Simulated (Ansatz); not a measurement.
# NaCuNiS2: relaxing a made-up structure, part 2 of 2

Starting from a made-up structure for NaCuNiS2, the aim is the relaxed cell, its shortest contacts and, where a second run follows, its electronic structure.

Ansatz 0.2.0; DFT, PBE, plane-wave PAW, files of the set soft_1, scalar-relativistic, ferromagnetic start, cell and ions relaxed at zero pressure; PAW set soft_1 (the session's first sound run).

So far: The structure; Relaxing cell and atoms. The relaxed cell has a = 3.763, c = 12.057 Å (conventional setting).

### 3. Electronic structure of the relaxed cell

A second self-consistent run takes a narrower smearing and the mesh shown in its input; the bands follow along the standard path of the relaxed lattice.

This step: DFT, PBE, plane-wave PAW, files of the set soft_1, scalar-relativistic, no spin, bands and density of states at the relaxed cell; PAW set soft_1 (Ansatz 0.2.0).

File input.yaml:

```yaml
crystal:
  lattice:
    - [-1.8814864817, 1.8814864817, 6.0284409979]
    - [1.8814864817, -1.8814864817, 6.0284409979]
    - [1.8814864817, 1.8814864817, -6.0284409979]
  atoms:
    - { symbol: Cu, position: [0.25, 0.75, 0.5] }
    - { symbol: Ni, position: [0.75, 0.25, 0.5] }
    - { symbol: S, position: [0.3604566119, 0.3604566119, 0.0] }
    - { symbol: S, position: [0.6395433881, 0.6395433881, 0.0] }
    - { symbol: Na, position: [0.0, 0.0, 0.0] }
kpoints:
  mp_grid: { grid: [12, 12, 12] }
  band_path:
    path:
      - [[0.0, 0.0, 0.0], [0.0, 0.0, 0.5], [-0.04870373, 0.04870373, 0.5], [-0.27435186, 0.27435186, 0.27435186], [0.0, 0.0, 0.0], [0.5, 0.5, -0.5], [0.27435186, 0.72564814, -0.27435186], [0.0, 0.5, 0.0], [0.25, 0.25, 0.25], [0.5, 0.5, -0.04870373], [0.5, 0.5, -0.5]]
      - [[0.0, 0.0, 0.5], [0.25, 0.25, 0.25]]
    npoints: 7
scf:
  occupations: { method: fermi_dirac, width: 0.03 }
  n_extra_bands: 9
hamiltonian:
  xc: pbe
  pseudopotentials: { kind: paw, azcp: { folder: soft_1 } }
output:
  forces: true
  stress: true
  write_bands: true
  dos: { projected: true }
  write_density: true
  write_potential: true
  elf: true
  volumetric_format: npy
```

Started as:

```bash
$ ansatz run input.yaml --threads 4 --pin off --max-ram 8192MiB --backend cpu --events-out ev --progress --plain --runs-dir out
```

Numbers of over 12 decimals in the logs are rounded to 6 here.

What it wrote:

```text
[...]
Crystal: 5 atoms, lattice volume = 85.363 Å³
Basis set: ecut = 420 eV, 1649 PW (Γ), FFT grids on a1−a2, a2, a1+a3, exchange–correlation on 72×90×54 points (8 copies of the dense FFT grid, shifted against one another)
Bands: 38, of which v1, the nominal top of the filled ones, is band 29 counted from 1 (28 counted from 0)
Symmetry: 8 space group operations
[...]
k-points: 163 of 1728 (time reversal used)
[...]
SCF iter   1: F=—  HF=-15762.786238 eV  |F-HF|=—  |Δ(HF+E_count)|=         —  Δρ=2.65e-1  dr2=4.97e1  ethr=3.10e-3  ⟨swp⟩=6.6  Hψ=27464  notcnv=0  defer=1
[...]
SCF iter  13: F=-15757.847937 eV  HF=-15757.847937 eV  |F-HF|=5.39e-8  |Δ(HF+E_count)|=   4.50e-9  Δρ=7.00e-6  dr2=7.49e-8  ethr=1.72e-10  ⟨swp⟩=14.8  Hψ=49949  notcnv=0
SCF 1 converged in 13 iterations: F = -15757.847937 eV  dr2 = 7.49e-8
[...]
NSCF: frozen V_eff on 79 k-points
SCF converged after 13 iterations
Free energy (F): -15757.847937 eV
[...]
Internal energy: -15757.836840 eV  (E = F + TS)
E sigma→0 (E₀):  -15757.842388 eV
Entropy (-TS):   -0.011097 eV (-2.219 meV/atom)
Fermi energy:    8.577542 eV
[...]
--- Forces (eV/Å), atoms counted from 1 ---
  atom   1  Cu    -0.00000000     0.00000000     0.00000000
  atom   2  Ni     0.00000000     0.00000000    -0.00000000
  atom   3  S     -0.00000000     0.00000000     0.01328327
  atom   4  S      0.00000000     0.00000000    -0.01328327
  atom   5  Na     0.00000000     0.00000000    -0.00000000
  max |Σ_I F_I| component: 1.95e-18 eV/Å
--- Stress (GPa, compression-positive) ---
        0.008521       0.000000      -0.000000
        0.000000       0.008521       0.000000
       -0.000000       0.000000      -0.096764
  P = ⅓ Tr σ = -0.0266 GPa (-0.266 kbar)
--- Band table (eV; the first three rows and the last of 163) ---
  k-point 0: bands = [... 25 lower, 7.2307, 7.7871, 9.0597, 9.0597, 9.2130, 9.9109, 12.1004, 13.0800, ... 5 higher]
  k-point 1: bands = [... 25 lower, 7.1291, 7.8604, 8.7757, 8.8427, 9.1825, 10.5087, 12.4985, 13.3975, ... 5 higher]
  k-point 2: bands = [... 25 lower, 7.0352, 7.9370, 8.3726, 8.4929, 9.0278, 11.5283, 13.5365, 14.0257, ... 5 higher]
  k-point 162: bands = [... 25 lower, 7.3812, 7.7872, 7.8959, 9.2887, 9.2887, 11.2256, 11.6540, 12.6397, ... 5 higher]
```

It took 17 s on 4 threads of Intel Xeon Platinum 8488C (Sapphire Rapids), shared host; peak memory 0.82 GiB.

This step gave:

```
free energy             : -15757.8479 eV
energy at zero smearing : -15757.8424 eV
smearing term TS        : 0.01110 eV
Fermi energy            : 8.578 eV
pressure                : -0.02657 GPa
```

From bands.tsv, the bands that come nearest the Fermi level along the path, at its corners, in eV from the Fermi level:

```
point  band 26  band 27  band 28  band 29  band 30  band 31  band 32  band 33
    Γ    -1.35    -0.79     0.48     0.48     0.64     1.33     3.52     4.50
    X    -1.60    -1.58    -1.15    -0.81    -0.49     3.27     3.83     4.43
    Y    -1.58    -1.53    -1.11    -0.77    -0.47     3.35     3.86     4.45
    S    -1.54    -0.55    -0.13     0.04     0.32     2.79     4.48     4.84
    Γ    -1.35    -0.79     0.48     0.48     0.64     1.33     3.52     4.50
    Z    -1.20    -0.79    -0.68     0.71     0.71     2.65     3.08     4.06
   S1    -1.54    -0.55    -0.13     0.04     0.32     2.79     4.48     4.84
    N    -1.56    -0.45    -0.14    -0.06     0.24     3.40     3.77     5.31
    P    -1.59    -1.59    -1.16    -0.80    -0.48     3.54     3.97     4.36
   Y1    -1.58    -1.53    -1.11    -0.77    -0.47     3.35     3.86     4.45
    Z    -1.20    -0.79    -0.68     0.71     0.71     2.65     3.08     4.06
    X    -1.60    -1.58    -1.15    -0.81    -0.49     3.27     3.83     4.43
    P    -1.59    -1.59    -1.16    -0.80    -0.48     3.54     3.97     4.36
```

Electrostatic potential energy in the ab plane of the cell as run, not the conventional one, at fractional z = 0.000, with atoms of S and Na within 0.2 Å of it. With pseudopotentials it is smooth inside the atoms' cores, unlike the true potential.

Values in eV, 10 rows by 16 columns, each cell a mean:
```
-34 -36  -5   7  10  11  11   9   9   9  11  11  11  10   4 -16
  4  -3   1   6   9  10   9   4   0   3   8  11  12  12  11   9
 11  10   9   9  10  11   9  -1 -27 -31 -21  -1  10  11  12  11
 11  11  10  10  11  12  12   9 -11 -30 -25 -31  -9   8  10  10
  9   9   6  -2  -5   3  10  12  10  -1 -21 -30 -24   0   8   9
  9   9   6 -12 -34 -30 -19   2  11  12  10   5   2   5   9  10
 11  11  10   5 -19 -29 -27 -29   0  10  12  11  10  10  11  11
 11  11  12  11   8  -3 -21 -26 -10   6  11  10   9   8   8   9
  4   9  11  12  12  10   8   5   5   8  10  10   8   2 -12 -10
-33 -11   7  10  11  11  10   9   9  10  11  11   9   5 -23 -37
```
Columns run along a (6.6 Å; values clipped at the 3rd and 97th percentile), rows up along b (6.6 Å). Atoms in or near the plane, at fractional coordinates: S at (0.36, 0.36), S at (0.64, 0.64), Na at (0.00, 0.00).

ELF in the ab plane of the cell as run, not the conventional one, at fractional z = 0.000, with atoms of S and Na within 0.2 Å of it. It is the smooth field of the valence electrons, not physical close to the nuclei.

Ten even steps from '0' (0.02) to '9' (0.87), each cell a mean:
```
455001232221100035
566201455432100003
244101578764210000
000001589987521000
000000489856752100
123321169931475211
236774127971067421
247898622896358632
237999972389889742
225875897227999852
224772179722688753
112584018961145542
111267426984101111
000136877997200000
000012578987300120
200001245776300455
530001122344200465
352001122222100164
```
Columns run along a (6.6 Å), rows up along b (6.6 Å). Atoms in or near the plane, at fractional coordinates: S at (0.36, 0.36), S at (0.64, 0.64), Na at (0.00, 0.00).

Valence density in the ab plane of the cell as run, not the conventional one, at fractional z = 0.000, with atoms of S and Na within 0.2 Å of it. It is the smooth field of the valence electrons, not physical close to the nuclei.

Ten steps, logarithmic in the rise over the least value, from '0' (0 e/Å³) to '9' (18 e/Å³), each cell a mean:
```
984000011111000027
675100011211000002
132100112221100000
000000023333210000
000000013444321000
000000012432332100
111110001342243111
112222100234343211
112333210123443221
112344432001233211
111343343100112111
001233234210000100
000123334320000000
000012344321000000
000001233321000110
100000112221000254
720000011111000378
971000011111000169
```
Columns run along a (6.6 Å), rows up along b (6.6 Å). Atoms in or near the plane, at fractional coordinates: S at (0.36, 0.36), S at (0.64, 0.64), Na at (0.00, 0.00).

### 4. Results

```yaml
space_group_relaxed: I-4m2
conventional_cell: a = 3.763, b = 3.763, c = 12.057 Å; α = 90.0°, β = 90.0°, γ = 90.0°
volume_per_atom: 17.07 Å³ (guess 16.66)
total_moment: 0.00 μB in the cell of 5 atoms
```

What this shows: NaCuNiS2 relaxes to I-4m2 with a = 3.763, b = 3.763 and c = 12.057 Å. The guessed volume was 2 % too small. The space group I-4m2 was held in the relaxation, so the end point is a stationary structure within it and may be a saddle against distortions or other arrangements. The moments died out from this one start and weren't seeded again at the relaxed cell. Bands cross the Fermi level, so it is a metal or semimetal at this level. On the 12×12×12 mesh with the narrower smearing (relaxed on 10×10×10) the largest force component is 0.013 eV/Å and the largest stress component is 0.097 GPa, against the relaxation's thresholds of 0.015 eV/Å and 0.05 GPa. The cutoff wasn't tested. No dispersion term is used, so weakly bound directions may come out too long. Nothing here tests whether the compound is stable against decomposition.

[Logs are printed without paths, hosts, clocks, repeated set-up lines and the standing remarks that a program may print on its own settings, such as how far it seeks lower states.]

[Hosts, paths, dates, database ids (printed as entryN), source tags and the programs' standing remarks are cut or masked in the printed files.]
